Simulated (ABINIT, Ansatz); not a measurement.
# MgO (Periclase): G0W0 with ABINIT, start to end

How does a plane-wave GW calculation on MgO (Periclase) run from the first input to the gap?

Program: ABINIT 10.8.3. Level of theory: PBE and many-body steps on it, plane waves. Results are calculated unless marked as measured.

The database entry behind the starting cell differs from later determinations by our own check (about 0.1 % long), so it need not match the best structure at ambient conditions.

## Step 1: Starting point

It takes space group Fm-3m (No. 225, cubic). The conventional cell has a = 4.217 Å, b = 4.217 Å, c = 4.217 Å, α = 90.00°, β = 90.00°, γ = 90.00°. Nearest to Mg lie 6 O at 2.11 Å. O has 6 Mg at 2.11 Å nearest. Farther neighbours and most contacts between anions are not listed.

The cell and positions come from the Crystallography Open Database and are kept as given unless a step says otherwise.

## Step 2: Ground state

This step: ABINIT 10.8.3; DFT, PBE, plane waves, norm-conserving pseudopotentials.

The ground-state density comes first.

The input, run.abi:

```
acell 3*1.0 Angstrom
rprim 
  -0.000000000000 2.108500000000 2.108500000000
  2.108500000000 0.000000000000 2.108500000000
  2.108500000000 2.108500000000 0.000000000000
ntypat 2
znucl 12 8
natom 2
typat 1 2
xred 
  0.000000000000 0.000000000000 0.000000000000
  0.500000000000 0.500000000000 0.500000000000
pp_dirpath "pseudos"
pseudos "Mg.upf, O.upf"
ecut 38
ngkpt 8 8 8
nshiftk 1
shiftk 0 0 0
kptopt 1
chksymbreak 0
nband 13
occopt 1
tolvrs 1e-10
nstep 60
prtwf 0
optforces 0
optstress 0
indata_prefix "in"
outdata_prefix "out"
tmpdata_prefix "tmp"
```

Started as:

```bash
$ OMP_NUM_THREADS=1 mpirun -n 4 abinit run.abi > log
```

Numbers of over 12 decimals in the logs are rounded to 6 here.

What it wrote:

```text
.Version 10.8.3 of ABINIT. v10.8.2 released Aug 2026.

 Symmetries : space group Fm -3 m (#225); Bravais cF (face-center cubic)
================================================================================
 Values of the parameters that define the memory need of the present run
     intxc =       0    ionmov =       0      iscf =       7    lmnmax =       5
     lnmax =       5     mgfft =      32  mpssoang =       3    mqgrid =    3001
     natom =       2  nloc_mem =       1    nspden =       1   nspinor =       1
    nsppol =       1      nsym =      48    n1xccc =    2501    ntypat =       2
    occopt =       1   xclevel =       2
-    mband =          13        mffmem =           1         mkmem =           8
       mpw =        1427          nfft =       32768          nkpt =          29
================================================================================
  Rough estimation (10% accuracy) of disk space for files :
================================================================================

--------------------------------------------------------------------------------
------------- Echo of variables that govern the present computation ------------
--------------------------------------------------------------------------------
 -outvars: echo values of preprocessed input variables --------
            acell      1.8897261259E+00  1.8897261259E+00  1.8897261259E+00 Bohr

      chksymbreak           0
             ecut      3.80000000E+01 Hartree
-          fftalg         312

              ixc     -101130
              kpt      0.00000000E+00  0.00000000E+00  0.00000000E+00
                       1.25000000E-01  0.00000000E+00  0.00000000E+00
                       2.50000000E-01  0.00000000E+00  0.00000000E+00
                       3.75000000E-01  0.00000000E+00  0.00000000E+00
                       5.00000000E-01  0.00000000E+00  0.00000000E+00
                       1.25000000E-01  1.25000000E-01  0.00000000E+00
                       2.50000000E-01  1.25000000E-01  0.00000000E+00
                       3.75000000E-01  1.25000000E-01  0.00000000E+00
                       5.00000000E-01  1.25000000E-01  0.00000000E+00
   [... 18 further rows ...]
                      -3.75000000E-01  5.00000000E-01  1.25000000E-01
                      -2.50000000E-01  5.00000000E-01  2.50000000E-01
         kptrlatt        8    0    0      0    8    0      0    0    8
          kptrlen      4.50793305E+01
P           mkmem           8
            natom           2
            nband          13
            ngfft          32      32      32
             nkpt          29
            nstep          60
             nsym          48
           ntypat           2
              occ      2.000000  2.000000  2.000000  2.000000  2.000000  2.000000
                       2.000000  2.000000  0.000000  0.000000  0.000000  0.000000
                       0.000000
        optforces           0
        optstress           0
            prtwf           0
            rprim     -0.0000000000E+00  2.1085000000E+00  2.1085000000E+00
[...]
spgroup         225

           tolvrs      1.00000000E-10

             xred      0.0000000000E+00  0.0000000000E+00  0.0000000000E+00
[...]
znucl       12.00000    8.00000

================================================================================

 chkinp: Checking input parameters for consistency.

================================================================================
== DATASET  1 ==================================================================
-   mpi_nproc: 4, omp_nthreads: 1 (-1 if OMP is not activated)

--- !DatasetInfo
iteration_state: {dtset: 1, }
dimensions: {natom: 2, nkpt: 29, mband: 13, nsppol: 1, nspinor: 1, nspden: 1, mpw: 1427, }
cutoff_energies: {ecut:  38.0, pawecutdg:  -1.0, }
electrons: {nelect:   1.60000000E+01, charge:   0.00000000E+00, occopt:   1.00000000E+00, tsmear:   1.00000000E-02, }

 Real(R)+Recip(G) space primitive vectors, cartesian coordinates (Bohr,Bohr^-1):
 R(1)=  0.0000000  3.9844875  3.9844875  G(1)= -0.1254867  0.1254867  0.1254867
 R(2)=  3.9844875  0.0000000  3.9844875  G(2)=  0.1254867 -0.1254867  0.1254867
 R(3)=  3.9844875  3.9844875  0.0000000  G(3)=  0.1254867  0.1254867 -0.1254867
 Unit cell volume ucvol=  1.2651657E+02 bohr^3
 Angles (23,13,12)=  6.00000000E+01  6.00000000E+01  6.00000000E+01 degrees

 getcut: wavevector=  0.0000  0.0000  0.0000  ngfft=  32  32  32
         ecut(hartree)=     38.000   => boxcut(ratio)=   2.04647

--- Pseudopotential description ------------------------------------------------
- Mg Generated using ONCVPSP code by D. R. Hamann
- 12.00000  10.00000  171031                  znucl, zion, pspdat
12 -101130 1 -1 1510                          pspcod,pspxc,lmax,lloc,mmax
     nproj     2     2     0
  pspatm : epsatm=    9.22893308
         --- l  ekb(1:nproj) -->
[...]
pspatm: atomic psp has been read  and splines computed

- O Generated using ONCVPSP code by D. R. Hamann
-  8.00000   6.00000  171031                  znucl, zion, pspdat
12 -101130 2 -1 936                           pspcod,pspxc,lmax,lloc,mmax
     nproj     2     2     1
  pspatm : epsatm=    6.19545534
         --- l  ekb(1:nproj) -->
[...]
1   -4.717130   -1.149271
             2   -1.331955
 pspatm: atomic psp has been read  and splines computed

   2.46790215E+02                                ecore*ucvol(ha*bohr**3)
--------------------------------------------------------------------------------

_setup2: Arith. and geom. avg. npw (full set) are    1416.447    1416.434

================================================================================

--- !BeginCycle
iteration_state: {dtset: 1, }
solver: {iscf: 7, nstep: 60, nline: 4, wfoptalg: 0, }
tolerances: {tolvrs: 1.00E-10, }

     iter   Etot(hartree)      deltaE(h)  residm     vres2
 ETOT  1  -75.933399356280    -7.593E+01 1.121E-01 3.838E+02
 ETOT  2  -75.939874550780    -6.475E-03 1.119E-02 3.657E+02
 ETOT  3  -76.050010251232    -1.101E-01 3.866E-03 3.208E+00
 ETOT  4  -76.050821314389    -8.111E-04 4.415E-04 8.288E-03
 ETOT  5  -76.050821890708    -5.763E-07 5.080E-04 3.051E-04
 ETOT  6  -76.050821976688    -8.598E-08 6.678E-04 1.605E-05
 ETOT  7  -76.050821979871    -3.183E-09 2.731E-04 1.242E-07
 ETOT  8  -76.050821979876    -5.315E-12 3.905E-04 6.254E-09
 ETOT  9  -76.050821979879    -3.354E-12 9.903E-05 9.597E-11

 At SCF step    9       vres2   =  9.60E-11 < tolvrs=  1.00E-10 =>converged.

--- !ResultsGS
iteration_state: {dtset: 1, }
comment   : Summary of ground state results
lattice_vectors:
- [ -0.0000000,   3.9844875,   3.9844875, ]
- [  3.9844875,   0.0000000,   3.9844875, ]
- [  3.9844875,   3.9844875,   0.0000000, ]
lattice_lengths: [   5.63492,    5.63492,    5.63492, ]
lattice_angles: [ 60.000,  60.000,  60.000, ] # degrees, (23, 13, 12)
lattice_volume:   1.2651657E+02
convergence: {deltae: -3.354E-12, res2:  9.597E-11, residm:  9.903E-05, diffor:  0.000E+00, }
etotal    :  -7.60508220E+01
entropy   :   0.00000000E+00
fermie    :   1.72472836E-01
cartesian_stress_tensor: null
pressure_GPa: null
xred      :
- [  0.0000E+00,   0.0000E+00,   0.0000E+00, Mg]
- [  5.0000E-01,   5.0000E-01,   5.0000E-01,  O]
cartesian_forces: null
force_length_stats: {min: null, max: null, mean: null, }

 Integrated electronic density in atomic spheres:
 ------------------------------------------------
 Atom  Sphere_radius  Integrated_density
    1        2.00000          8.38663429
    2        2.00000          6.29705207
================================================================================

 ----iterations are completed or convergence reached----

 Mean square residual over all n,k,spin=   26.270E-08; max=  99.028E-06
 reduced coordinates (array xred) for    2 atoms
       0.000000000000      0.000000000000      0.000000000000
       0.500000000000      0.500000000000      0.500000000000
 rms dE/dt=  0.0000E+00; max dE/dt=  0.0000E+00; dE/dt below (all hartree)
    1       0.000000000000      0.000000000000      0.000000000000
    2       0.000000000000      0.000000000000      0.000000000000

 cartesian coordinates (angstrom) at end:
    1      0.000000     0.000000     0.000000
    2      2.108500     2.108500     2.108500
 length scales=  1.889726125908  1.889726125908  1.889726125908 bohr
              =  1.000000000000  1.000000000000  1.000000000000 angstroms
 prteigrs : about to open file out_EIG
 Fermi (or HOMO) energy (hartree) =   0.17247   Average Vxc (hartree)=  -0.41837
 Eigenvalues (hartree) for nkpt=  29  k points:
 kpt#   1, nband= 13, wtk=  0.00195, kpt=  0.0000  0.0000  0.0000 (reduced coord)
  -2.48723   -1.26531   -1.26531   -1.26531   -0.45853    0.17247    0.17247    0.17247
   0.34641    0.75821    0.75821    0.75821    0.89645
 prteigrs : prtvol=0 or 1, do not print more k-points.

--- !EnergyTerms
iteration_state     : {dtset: 1, }
comment             : Components of total free energy in Hartree
kinetic             :  4.53125594046268E+01
hartree             :  2.07862698222356E+01
xc                  : -1.22460646359516E+01
Ewald energy        : -4.73278672197954E+01
psp_core            :  1.95065525596835E+00
local_psp           : -6.38204822685426E+01
non_local_psp       : -2.07058923384206E+01
total_energy        : -7.60508219798794E+01
total_energy_eV     : -2.06944829121884E+03
band_energy         : -1.27938181591723E+01

== END DATASET(S) ==============================================================
================================================================================

 -outvars: echo values of variables after computation  --------
           etotal     -7.6050821980E+01
            nband          13
             nkpt          29
          spgroup         225
 [... the other variables as echoed above ...]

 Calculation completed.
```

It took 4.9 s on 4 MPI ranks of Arm Neoverse V1, shared host; peak memory 0.25 GiB.

This step gave:

```
total energy               : -2069.4483 eV
gap                        : 4.733 eV
k of the valence top       : 0, 0, 0
k of the conduction bottom : 0, 0, 0
least direct gap           : 4.733 eV
```

The gap is direct, at Γ.

[end of part 1 of 3]

[Paths, hosts, dates, memory and timing lines, banners, echoed tables and standing remarks are left out of the program output.]

[Logs are printed without paths, hosts, clocks, repeated set-up lines and the standing remarks that a program may print on its own settings, such as how far it seeks lower states.]

[Runs of the session that timed out or met a known fault of the program may be left out.]

[Hosts, paths, dates, database ids (printed as entryN), source tags and the programs' standing remarks are cut or masked in the printed files.]

[G0W0 gaps are taken among the corrected bands and points alone; a level outside them can change the order at an edge.]

[Where Ansatz stands beside ABINIT at settings called matched, ABINIT's density can come from a denser mesh and the files from another edition; pairs whose starting gaps differed by over 0.03 eV were left out, so agreement reads better than it is.]
